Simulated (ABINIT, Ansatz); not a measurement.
# How the form of the self-energy moves the gap of K2MgH4 (I4/mmm), part 2 of 2

How much does the gap of K2MgH4 (I4/mmm) depend on the approximation to the self-energy?

ABINIT 10.8.3; LDA and many-body steps on it, plane waves. Known limits of the many-body steps: not at the basis limit.

So far. Step 5 (G0W0, Engel-Farid plasmon pole): Against G0W0 in ABINIT (4×4×4 mesh, 118 bands, screening to 141.5 eV, Godby-Needs plasmon pole), the gap moves by +0.049 eV. Step 6 (G0W0, von der Linden-Horsch plasmon pole): Against G0W0 in ABINIT (4×4×4 mesh, 118 bands, screening to 141.5 eV, Godby-Needs plasmon pole), the gap moves by +0.251 eV.

## (7) One-shot Hartree-Fock

This step: one-shot Hartree-Fock on LDA, plane waves, norm-conserving pseudopotentials.

File run.abi:

```
acell 3*1.0 Angstrom
rprim 
  -2.018050000000 2.018050000000 6.796050000000
  2.018050000000 -2.018050000000 6.796050000000
  2.018050000000 2.018050000000 -6.796050000000
ntypat 3
znucl 19 12 1
natom 7
typat 1 1 2 3 3 3 3
xred 
  0.351300000000 0.351300000000 0.000000000000
  0.648700000000 0.648700000000 0.000000000000
  0.000000000000 0.000000000000 0.000000000000
  0.147200000000 0.147200000000 0.000000000000
  0.852800000000 0.852800000000 0.000000000000
  0.500000000000 0.000000000000 0.500000000000
  0.000000000000 0.500000000000 0.500000000000
pp_dirpath "pseudos"
pseudos "K.upf, Mg.upf, H.upf"
ecut 38
ngkpt 4 4 4
nshiftk 1
shiftk 0 0 0
kptopt 1
chksymbreak 0
istwfk *1
occopt 1
irdwfk 1
optdriver 4
nband 20
gwcalctyp 5
ecutsigx 38
symsigma 1
nkptgw 3
kptgw 
  0.0000000000 0.0000000000 0.0000000000
  -0.2500000000 0.2500000000 0.0000000000
  -0.2500000000 0.2500000000 0.2500000000
bdgw 
  15 18
  15 18
  15 18
ixc_sigma 40
fftgw 31
indata_prefix "in"
outdata_prefix "out"
tmpdata_prefix "tmp"
gwmem 00
```

On the command line:

```console
$ OMP_NUM_THREADS=1 mpirun -n 4 abinit run.abi > log
```

Numbers of over 12 decimals in the logs are rounded to 6 here.

Log:

```text
.Version 10.8.3 of ABINIT. v10.8.2 released Aug 2026.

 Symmetries : space group I4/m m m (#139); Bravais tI (body-center tetrag.)
[... echo of the input left out ...]
== DATASET  1 ==================================================================
-   mpi_nproc: 4, omp_nthreads: 1 (-1 if OMP is not activated)

--- !DatasetInfo
iteration_state: {dtset: 1, }
dimensions: {natom: 7, nkpt: 13, mband: 20, nsppol: 1, nspinor: 1, nspden: 1, mpw: 8435, }
cutoff_energies: {ecut:  38.0, pawecutdg:  -1.0, }
[...]
Band     E0 <VxcDFT>   SigX SigC(E0)      Z dSigC/dE  Sig(E)    E-E0       E
[...]
17   4.632  -7.889  -3.473   0.000   1.000   0.000  -3.473   4.416   9.048
       18   5.705  -8.311  -3.891   0.000   1.000   0.000  -3.891   4.420  10.125

== END DATASET(S) ==============================================================
================================================================================

 -outvars: echo values of variables after computation  --------
           etotal      0.0000000000E+00
            nband          20
             nkpt          13
          spgroup         139
 [... the other variables as echoed above ...]

 Calculation completed.
```

The job ended after 7.3 s (4 MPI ranks of Arm Neoverse V1, shared host; peak memory 1.1 GiB; 29 s of CPU time).

Numbers from this step:

```
quasiparticle gap on the points computed              : 10.52 eV
starting gap on the mesh                              : 2.994 eV
k of the valence top                                  : 0, 0, 0
k of the conduction bottom                            : -0.25, 0.25, 0
least direct quasiparticle gap on the computed points : 10.98 eV
```

Against G0W0 in ABINIT (4×4×4 mesh, 118 bands, screening to 141.5 eV, Godby-Needs plasmon pole), the gap moves by +5.280 eV.

## (8) Screening, 4×4×4 mesh, 118 bands, screening to 141.5 eV

This step: RPA screening on LDA, plane waves, norm-conserving pseudopotentials.

run.abi: that of step 7 with these lines changed.

```diff
@@ -28,18 +28,14 @@
 irdwfk 1
-optdriver 4
-nband 20
-gwcalctyp 5
-ecutsigx 38
-symsigma 1
-nkptgw 3
-kptgw 
-  0.0000000000 0.0000000000 0.0000000000
-  -0.2500000000 0.2500000000 0.0000000000
-  -0.2500000000 0.2500000000 0.2500000000
-bdgw 
-  15 18
-  15 18
-  15 18
-ixc_sigma 40
-fftgw 31
+optdriver 3
+nband 118
+ecuteps 5.2
+inclvkb 2
+awtr 1
+symchi 1
+gwcalctyp 2
+nfreqre 16
+freqremax 40 eV
+nfreqim 8
+spmeth 1
+nomegasf 120
 indata_prefix "in"
@@ -47,2 +43,2 @@
 tmpdata_prefix "tmp"
-gwmem 00
+gwmem 10
```

Log:

```text
.Version 10.8.3 of ABINIT. v10.8.2 released Aug 2026.

 Symmetries : space group I4/m m m (#139); Bravais tI (body-center tetrag.)
[... echo of the input left out ...]
== DATASET  1 ==================================================================
-   mpi_nproc: 4, omp_nthreads: 1 (-1 if OMP is not activated)

--- !DatasetInfo
iteration_state: {dtset: 1, }
dimensions: {natom: 7, nkpt: 13, mband: 118, nsppol: 1, nspinor: 1, nspden: 1, mpw: 8435, }
cutoff_energies: {ecut:  38.0, pawecutdg:  -1.0, }
electrons: {nelect:   3.20000000E+01, charge:   0.00000000E+00, occopt:   1.00000000E+00, tsmear:   1.00000000E-02, }

 SCREENING: Calculation of the susceptibility and dielectric matrices

 Based on a program developped by R.W. Godby, V. Olevano, G. Onida, and L. Reining.
 Incorporated in ABINIT by V. Olevano, G.-M. Rignanese, and M. Torrent.
.Using double precision arithmetic ; gwpc =  8

[... cell and pseudopotentials left out ...]
--------------------------------------------------------------------------------

 ==== K-mesh for the wavefunctions ====
 Number of points in the irreducible wedge :    13
[... list of points left out ...]
 Together with 16 symmetry operations and time-reversal symmetry
 yields    64 points in the full Brillouin Zone.

 ==== Q-mesh for the screening function ====
 Number of points in the irreducible wedge :    13
[... list of points left out ...]
 Together with 16 symmetry operations and time-reversal symmetry
 yields    64 points in the full Brillouin Zone.

 setmesh: FFT mesh size selected  =    72x   72x   72
          total number of points  =       373248

 vcoul_init : cutoff-mode = AUXILIARY_FUNCTION
 q-points for optical limit:   1
     1)      0.000010    0.000020    0.000030

- screening: taking advantage of time-reversal symmetry
- Maximum band index for partially occupied states nbvw = 16
- Remaining bands to be divided among processors   nbcw = 102
- Number of bands treated by each node ~25

 Number of electrons calculated from density =   32.0000; Expected =   32.0000
 average of density, n =  0.042832
 r_s =    1.7730
 omega_plasma =   19.9637 [eV]

 calculating chi0 at frequencies [eV] :
  1    0.000000E+00    0.000000E+00
  2    2.666667E+00    0.000000E+00
  3    5.333333E+00    0.000000E+00
[...]
23    0.000000E+00    5.084419E+01
 24    0.000000E+00    7.158918E+01

--------------------------------------------------------------------------------
  q-point number  1        q = ( 0.000000, 0.000000, 0.000000) [r.l.u.]
--------------------------------------------------------------------------------
[... chi0 elements left out ...]
  [... further frequencies ...]

 No. of calculated frequencies >  15, stop printing
 For q-point:  0.000010 0.000020 0.000030
  dielectric constant =   3.2303
  dielectric constant without local fields =   3.6390

  Average fulfillment of the sum rule on Im[epsilon] for q-point    1 :     57.74  [%]
[... wings left out ...]
  q-point number  2        q = ( 0.250000, 0.000000, 0.000000) [r.l.u.]
--------------------------------------------------------------------------------
[... chi0 elements left out ...]
  [... further frequencies ...]

 No. of calculated frequencies >  15, stop printing
  Average fulfillment of the sum rule on Im[epsilon] for q-point    2 :     63.27  [%]

 [... 11 further q-points ...]
```

Wall time 35 min (4 MPI ranks); peak memory 2.6 GiB; 2.4 h of CPU time.

This step gave:

* ε∞ with local fields, on this mesh, along the program's q direction: 3.230
* the same without local fields: 3.639
* plasma frequency: 19.96 eV
* plane waves in the screening matrix: 409

## (9) G0W0, contour deformation

This step: G0W0 on LDA, plane waves, norm-conserving pseudopotentials.

run.abi: that of step 8 with these lines changed.

```diff
@@ -28,14 +28,18 @@
 irdwfk 1
-optdriver 3
+optdriver 4
 nband 118
+gwcalctyp 2
+ecutsigx 38
+symsigma 1
+nkptgw 3
+kptgw 
+  0.0000000000 0.0000000000 0.0000000000
+  -0.2500000000 0.2500000000 0.0000000000
+  -0.2500000000 0.2500000000 0.2500000000
+bdgw 
+  15 18
+  15 18
+  15 18
 ecuteps 5.2
-inclvkb 2
-awtr 1
-symchi 1
-gwcalctyp 2
-nfreqre 16
-freqremax 40 eV
-nfreqim 8
-spmeth 1
-nomegasf 120
+irdscr 1
 indata_prefix "in"
@@ -43,2 +47,2 @@
 tmpdata_prefix "tmp"
-gwmem 10
+gwmem 00
```

Log:

```text
.Version 10.8.3 of ABINIT. v10.8.2 released Aug 2026.

 Symmetries : space group I4/m m m (#139); Bravais tI (body-center tetrag.)
[... echo of the input left out ...]
== DATASET  1 ==================================================================
-   mpi_nproc: 4, omp_nthreads: 1 (-1 if OMP is not activated)

--- !DatasetInfo
iteration_state: {dtset: 1, }
dimensions: {natom: 7, nkpt: 13, mband: 118, nsppol: 1, nspinor: 1, nspden: 1, mpw: 8435, }
cutoff_energies: {ecut:  38.0, pawecutdg:  -1.0, }
[...]
Band     E0 <VxcDFT>   SigX SigC(E0)      Z dSigC/dE  Sig(E)    E-E0       E
[...]
18   5.705  -8.311  -3.891  -3.134   0.792  -0.263  -7.293   1.018   6.723
       18   0.000   0.000   0.000   0.002   0.000   0.000   0.002   0.002   0.002

== END DATASET(S) ==============================================================
================================================================================

 -outvars: echo values of variables after computation  --------
           etotal      0.0000000000E+00
            nband         118
             nkpt          13
          spgroup         139
 [... the other variables as echoed above ...]

 Calculation completed.
```

The job ended after 91 s (4 MPI ranks; peak memory 1.5 GiB).

This step gave:

| Quantity | Value |
| --- | --- |
| G0W0 gap on the points computed | 5.194 eV |
| starting gap on the mesh | 2.994 eV |
| k of the valence top | 0, 0, 0 |
| k of the conduction bottom | -0.25, 0.25, 0 |
| least direct G0W0 gap on the computed points | 5.626 eV |

Against G0W0 in ABINIT (4×4×4 mesh, 118 bands, screening to 141.5 eV, Godby-Needs plasmon pole), the gap moves by −0.047 eV.

## (10) Side by side

Times are wall times on 4 MPI ranks of Arm Neoverse V1, shared host, good to a factor of about two. A run's time includes the screening step that it read.

| run | mesh | bands | screening cutoff (eV) | DFT gap (eV) | gap on the mesh (eV) | direct (eV) | ε∞ used | time |
| --- | --- | --- | --- | --- | --- | --- | --- | --- |
| G0W0, Godby-Needs plasmon pole | 4×4×4 | 118 | 141.5 | 2.994 | 5.241 | 5.773 | 3.21 | 23 min |
| G0W0, Engel-Farid plasmon pole | 4×4×4 | 118 | 141.5 | 2.994 | 5.290 | 5.737 | 3.21 | 23 min |
| G0W0, von der Linden-Horsch plasmon pole | 4×4×4 | 118 | 141.5 | 2.994 | 5.492 | 5.977 | 3.21 | 23 min |
| one-shot Hartree-Fock | 4×4×4 | - | - | 2.994 | 10.521 | 10.984 | - | 7.3 s |
| G0W0, contour deformation | 4×4×4 | 118 | 141.5 | 2.994 | 5.194 | 5.626 | 3.23 | 37 min |

## (11) Summary of results

```json
{
 "G0W0, Godby-Needs plasmon pole": "5.241 eV",
 "G0W0, Engel-Farid plasmon pole": "5.290 eV",
 "G0W0, von der Linden-Horsch plasmon pole": "5.492 eV",
 "one-shot Hartree-Fock": "10.521 eV",
 "G0W0, contour deformation": "5.194 eV",
 "known limits": "not at the basis limit"
}
```

What this shows: G0W0, Engel-Farid plasmon pole: +0.049 eV against G0W0, Godby-Needs plasmon pole. G0W0, von der Linden-Horsch plasmon pole: +0.251 eV against G0W0, Godby-Needs plasmon pole. One-shot Hartree-Fock: +5.280 eV against G0W0, Godby-Needs plasmon pole. G0W0, contour deformation: −0.047 eV against G0W0, Godby-Needs plasmon pole. Bare exchange alone opens the gap to 10.52 eV; against G0W0, correlation takes back 5.28 eV. Bands and cutoff are finite, so the gap is not at the basis limit. The miss can reach some tenths of an eV and take either sign; the mesh is an error of its own. In the G0W0 runs levels were corrected at 3 k points alone, so a gap called «on the mesh» is the least over those, and an edge elsewhere would be missed.

[Paths, hosts, dates, memory and timing lines, banners, echoed tables and standing remarks are left out of the program output.]

[Logs are printed without paths, hosts, clocks, repeated set-up lines and the standing remarks that a program may print on its own settings, such as how far it seeks lower states.]

[Runs of the session that timed out or met a known fault of the program may be left out.]

[Hosts, paths, dates, database ids (printed as entryN), source tags and the programs' standing remarks are cut or masked in the printed files.]

[G0W0 gaps are taken among the corrected bands and points alone; a level outside them can change the order at an edge.]

[Where Ansatz stands beside ABINIT at settings called matched, ABINIT's density can come from a denser mesh and the files from another edition; pairs whose starting gaps differed by over 0.03 eV were left out, so agreement reads better than it is.]
